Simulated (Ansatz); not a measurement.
**How Al(110) screens a field**

Aim: image plane and induced charge of Al(110).

Calculated with Ansatz 0.2.0; plane-wave DFT, PBE, Ansatz PAW.

The raw output is cut from this account; settings, times and results stay.

## (1) Starting point

The cell holds 9 atoms: 9 Al. Its edges and angles: a = 4.050 Å, b = 2.864 Å, c = 29.455 Å, α = 90.0°, β = 90.0°, γ = 90.0°. Vacuum lies along c.

## (2) Single point, field 0

A sawtooth potential applies the field, turning back in the middle of the vacuum. With the dipole correction the typed value is the field outside the slab. The induced dipole is small, so the SCF threshold is tight.

Input file input.yaml:

```yaml
crystal:
  lattice:
    - [4.05, 0.0, 0.0]
    - [0.0, 2.8637824638, 0.0]
    - [0.0, 0.0, 29.4551298552]
  atoms:
    - { symbol: Al, position: [0.0, 0.0, 0.3055494932] }
    - { symbol: Al, position: [0.5, 0.5, 0.3541621199] }
    - { symbol: Al, position: [0.0, 0.0, 0.4027747466] }
    - { symbol: Al, position: [0.5, 0.5, 0.4513873733] }
    - { symbol: Al, position: [0.0, 0.0, 0.5] }
    - { symbol: Al, position: [0.5, 0.5, 0.5486126267] }
    - { symbol: Al, position: [0.0, 0.0, 0.5972252534] }
    - { symbol: Al, position: [0.5, 0.5, 0.6458378801] }
    - { symbol: Al, position: [0.0, 0.0, 0.6944505068] }
kpoints:
  mp_grid: { grid: [12, 18, 1] }
hamiltonian:
  xc: pbe
scf:
  occupations: { method: fermi_dirac, width: 0.1 }
  convergence: { dr2_threshold: 1.0e-10 }
efield:
  axis: 3
  dipole_correction: true
  ramp_position: 0.97
  ramp_width: 0.06
  amplitude: 0
output:
  forces: true
  write_potential: true
  write_density: true
  volumetric_format: npy
```

Run with:

```bash
$ ansatz run input.yaml --threads 2 --pin off --max-ram 3072MiB --backend cpu --events-out ev --progress --plain --runs-dir out
```

The job ended after 35 s (2 threads of Arm Neoverse V1, shared host; peak memory 0.75 GiB).

Read from the output:

```
energy at zero smearing   : -4836.0868 eV
work function, upper face : 4.137 eV
dipole along the normal   : 3.88e-7 e·Å
```

Running mean over 1.432 Å of the planar mean; the ramp of the sawtooth is left out. Table of electron's electrostatic potential energy less the Fermi level by z:

z (Å), electron's electrostatic potential energy less the Fermi level (eV) and a bar from the least value:
```
        4       4.14 ##############################
        5       4.13 ##############################
        6       4.10 ##############################
        7       3.73 #############################
        8       0.79 ###################
        9      -3.56 ####
       10      -4.55 
       11      -4.59 
       12      -4.58 
       13      -4.57 
       14      -4.57 
       15      -4.57 
       16      -4.57 
       17      -4.57 
       18      -4.59 
       19      -4.58 
       20      -4.35 #
       21      -1.35 ###########
       22       2.95 ##########################
       23       4.03 ##############################
       24       4.13 ##############################
       25       4.14 ##############################
       26       4.14 ##############################
```

Force by atom:

| atom | x (eV/Å) | y (eV/Å) | z (eV/Å) | size |
| --- | --- | --- | --- | --- |
| Al1 | 0.000 | 0.000 | 0.177 | 0.177 |
| Al2 | 0.000 | 0.000 | -0.139 | 0.139 |
| Al3 | 0.000 | 0.000 | 0.009 | 0.009 |
| Al4 | 0.000 | 0.000 | -0.094 | 0.094 |
| Al5 | 0.000 | 0.000 | 0.000 | 0.000 |
| Al6 | 0.000 | 0.000 | 0.094 | 0.094 |
| Al7 | 0.000 | 0.000 | -0.009 | 0.009 |
| Al8 | 0.000 | 0.000 | 0.139 | 0.139 |
| Al9 | 0.000 | 0.000 | -0.177 | 0.177 |

The work function of the upper face is 4.14 eV.

## (3) Atoms held, field 0.05 V/Å

input.yaml, as its differences from that of step 2:

```diff
@@ -27,3 +27,3 @@
   ramp_width: 0.06
-  amplitude: 0
+  amplitude: 0.05
 output:
```

Elapsed: 40 s, on 2 threads; peak memory 0.74 GiB; 80 s of CPU time.

The dipole is 0.0470 e·Å.

## (4) Single point, field -0.05 V/Å

input.yaml, as its differences from that of step 3:

```diff
@@ -27,3 +27,3 @@
   ramp_width: 0.06
-  amplitude: 0.05
+  amplitude: -0.05
 output:
```

Elapsed: 41 s, on 2 threads; peak memory 0.74 GiB.

The dipole is -0.0470 e·Å.

## (5) Single point, field 0.1 V/Å

input.yaml, as its differences from that of step 4:

```diff
@@ -27,3 +27,3 @@
   ramp_width: 0.06
-  amplitude: -0.05
+  amplitude: 0.1
 output:
```

The job ended after 41 s (2 threads; peak memory 0.74 GiB; 82 s of CPU time).

The dipole is 0.0939 e·Å.

## (6) Single point, field -0.1 V/Å

input.yaml, as its differences from that of step 5:

```diff
@@ -27,3 +27,3 @@
   ramp_width: 0.06
-  amplitude: 0.1
+  amplitude: -0.1
 output:
```

Wall time 41 s (2 threads); peak memory 0.74 GiB; 81 s of CPU time.

The dipole is -0.0939 e·Å.

## (7) Atoms held, field 0.2 V/Å

input.yaml, as its differences from that of step 6:

```diff
@@ -27,3 +27,3 @@
   ramp_width: 0.06
-  amplitude: -0.1
+  amplitude: 0.2
 output:
```

The job ended after 41 s (2 threads; peak memory 0.74 GiB; 82 s of CPU time).

The dipole is 0.188 e·Å.

## (8) Atoms held, field -0.2 V/Å

input.yaml, as its differences from that of step 7:

```diff
@@ -27,3 +27,3 @@
   ramp_width: 0.06
-  amplitude: 0.2
+  amplitude: -0.2
 output:
```

Elapsed: 41 s, on 2 threads; peak memory 0.74 GiB.

The dipole is -0.188 e·Å.

## (9) Atoms held, field 0.4 V/Å

input.yaml, as its differences from that of step 8:

```diff
@@ -27,3 +27,3 @@
   ramp_width: 0.06
-  amplitude: -0.2
+  amplitude: 0.4
 output:
@@ -33 +33,2 @@
   volumetric_format: npy
+  elf: true
```

Wall time 43 s (2 threads); peak memory 0.74 GiB; 85 s of CPU time.

Running mean over 1.432 Å of the planar mean, with the applied field; the ramp of the sawtooth is left out. Table of electron's electrostatic potential energy less the Fermi level by z:

z (Å), electron's electrostatic potential energy less the Fermi level (eV) and a bar from the least value:
```
        4       2.80 #####################
        5       3.20 #######################
        6       3.55 ########################
        7       3.51 ########################
        8       0.76 ################
        9      -3.56 ###
       10      -4.55 
       11      -4.59 
       12      -4.58 
       13      -4.57 
       14      -4.56 
       15      -4.57 
       16      -4.57 
       17      -4.57 
       18      -4.59 
       19      -4.58 
       20      -4.35 #
       21      -1.34 #########
       22       3.08 ######################
       23       4.45 ##########################
       24       4.93 ############################
       25       5.34 #############################
       26       5.74 ##############################
```

The dipole is 0.376 e·Å.

## (10) The response

This step: plane-wave DFT, PBE, Ansatz PAW; screening of a field by a metal slab (Ansatz 0.2.0).

The dipoles give the slope, and the difference of two potentials shows where the field is screened.

This step gave:

* equivalent conductor thickness p/(ε₀AE): 14.66 Å
* distance between the outer atoms: 11.46 Å
* inner field over outer field: -0.001527
* image plane, upper face: 1.619 Å
* induced electrons on the upper face over ε₀E: -0.9972
* image plane, lower face: 1.619 Å
* induced electrons on the lower face over ε₀E: 0.9972

The dipole of the cell by applied field:

| applied field (V/Å) | dipole of the cell (e·Å) |
| --- | --- |
| -0.200 | -0.188 |
| -0.100 | -0.0939 |
| -0.050 | -0.0470 |
| 0.000 | 3.9e-7 |
| 0.050 | 0.0470 |
| 0.100 | 0.0939 |
| 0.200 | 0.188 |
| 0.400 | 0.376 |

Local field over the applied field, running mean. From the potentials at -0.05 and 0.05 V/Å; running mean over 1.432 Å. Local field over applied field against z:

| z (Å) | local field over applied field |
| --- | --- |
| 5 | 0.990 |
| 6 | 0.941 |
| 7 | 0.723 |
| 8 | 0.246 |
| 9 | -3.7e-4 |
| 10 | 0.00185 |
| 11 | -0.00110 |
| 12 | 0.00181 |
| 13 | 0.00111 |
| 14 | -0.00192 |
| 15 | -0.00141 |
| 16 | 3.6e-5 |
| 17 | 3.0e-4 |
| 18 | 0.00335 |
| 19 | -0.00409 |
| 20 | 8.0e-4 |
| 21 | 0.0762 |
| 22 | 0.522 |
| 23 | 0.876 |
| 24 | 0.977 |
| 25 | 0.996 |

Electrons, planar mean, per unit field. Table of induced electron density by z:

z (Å), induced electron density (e/Å³ per V/Å) and a bar from the least value:
```
      4.5    0.00003 ###############
      5.0    0.00008 ################
      5.5    0.00019 ################
      6.0    0.00045 #################
      6.5    0.00099 ####################
      7.0    0.00199 ########################
      7.5    0.00320 #############################
      8.0    0.00332 ##############################
      8.5    0.00122 #####################
      9.0   -0.00052 #############
      9.5   -0.00015 ###############
     10.0    0.00037 #################
     10.5   -0.00002 ###############
     11.0   -0.00026 ##############
     11.5    0.00008 ################
     12.0    0.00013 ################
     12.5   -0.00011 ###############
     13.0   -0.00002 ###############
     13.5    0.00013 ################
     14.0   -0.00004 ###############
     14.5   -0.00007 ###############
     15.0    0.00008 ################
     15.5    0.00002 ###############
     16.0   -0.00013 ###############
     16.5    0.00004 ###############
     17.0    0.00010 ################
     17.5   -0.00015 ###############
     18.0   -0.00005 ###############
     18.5    0.00027 ################
     19.0   -0.00003 ###############
     19.5   -0.00036 ##############
     20.0    0.00023 ################
     20.5    0.00046 #################
     21.0   -0.00146 #########
     21.5   -0.00342 
     22.0   -0.00310 #
     22.5   -0.00188 #######
     23.0   -0.00092 ###########
     23.5   -0.00042 #############
     24.0   -0.00018 ##############
     24.5   -0.00007 ###############
     25.0   -0.00003 ###############
```

By hand: between -0.05 and 0.05 V/Å the dipole changes by 0.09393 e·Å, a slope of 0.9393 e·Å²/V. A perfect conductor of thickness t has p = ε₀AEt, so t = 180.95 × 0.9393 / 11.598 = 14.65 Å (e/ε₀ = 180.95 V·Å, A in Å²). Less the 11.46 Å between the outer atoms, and halved, that puts each image plane 1.60 Å out.

The induced dipole is that of a conductor 14.66 Å thick.

## (11) A changed input

This step: plane-wave DFT, PBE, Ansatz PAW, but for the change named below (Ansatz 0.2.0).

An input spoilt on purpose, to show how the run answers: it repeats the earlier run at 0.05 V/Å with hamiltonian.hubbard to sites: [species: Al, l: f, u_eff: 30.0], and scf.max_iter set to 100.

input.yaml, as its differences from that of step 9:

```diff
@@ -19,2 +19,3 @@
   xc: pbe
+  hubbard: { sites: [{ species: Al, l: f, u_eff: 30.0 }] }
 scf:
@@ -22,2 +23,3 @@
   convergence: { dr2_threshold: 1.0e-10 }
+  max_iter: 100
 efield:
@@ -27,3 +29,3 @@
   ramp_width: 0.06
-  amplitude: 0.4
+  amplitude: 0.05
 output:
@@ -33,2 +35 @@
   volumetric_format: npy
-  elf: true
```

It took 0.07 s on 2 threads; peak memory 0.065 GiB.

The input was rejected at the start.

The program's message: “Error: inconsistent input (hamiltonian.hubbard.sites[].l, hamiltonian.hubbard.sites[].shell): the file of Al doesn't list 4f, and it can't be added: PBE doesn't bind the shell 4f of the free atom, who …”

The fault put into the input: a U on a shell that isn't there.

## (12) A changed input

This step: plane-wave DFT, PBE, Ansatz PAW (Ansatz 0.2.0).

Another changed input: it repeats the earlier run at 0.05 V/Å with efield.dipole_correction from true to false.

input.yaml, as its differences from that of step 11:

```diff
@@ -19,3 +19,2 @@
   xc: pbe
-  hubbard: { sites: [{ species: Al, l: f, u_eff: 30.0 }] }
 scf:
@@ -23,6 +22,5 @@
   convergence: { dr2_threshold: 1.0e-10 }
-  max_iter: 100
 efield:
   axis: 3
-  dipole_correction: true
+  dipole_correction: false
   ramp_position: 0.97
```

The job ended after 35 s (2 threads; peak memory 0.76 GiB; 69 s of CPU time).

| quantity | this run | earlier run | difference |
| --- | --- | --- | --- |
| dipole along the normal (e·Å) | 0.09348 | 0.04697 | 0.047 |

With the dipole correction off, the periodic images add a field of their own to the typed one.

It moves by +0.0465 e·Å.

These numbers are not those of the isolated slab.

## (13) Summary of results

```json
{
  "work function": "4.14 eV",
  "image plane, upper face": "1.62 Å",
  "induced electrons on the upper face over ε₀E": "-0.997",
  "equivalent conductor thickness p/(ε₀AE)": "14.7 Å",
  "inner field over outer field": "-0.00153"
}
```

**Reading.** The induced charge has its centre 1.62 Å outside the outermost atoms; this is the plane from which a capacitor's gap or an image potential counts. The equivalent conductor thickness exceeds the distance between the outer atoms by 3.20 Å, about the sum of the two image-plane distances. In the middle of the slab the field is screened to under 0.5 % of its outer value. The atoms are held at bulk positions with the tabulated experimental lattice constant.

[Long decimals in the printed logs are rounded to 6 places.]

[Logs are printed without paths, hosts, clocks, repeated set-up lines and the standing remarks that a program may print on its own settings, such as how far it seeks lower states.]

[Hosts, paths, dates, database ids (printed as entryN), source tags and the programs' standing remarks are cut or masked in the printed files.]

[Maps of the electrostatic potential energy from Ansatz leave out the sawtooth potential of an applied field or a dipole correction, so their vacuum need not be flat; planar profiles and work functions include it.]
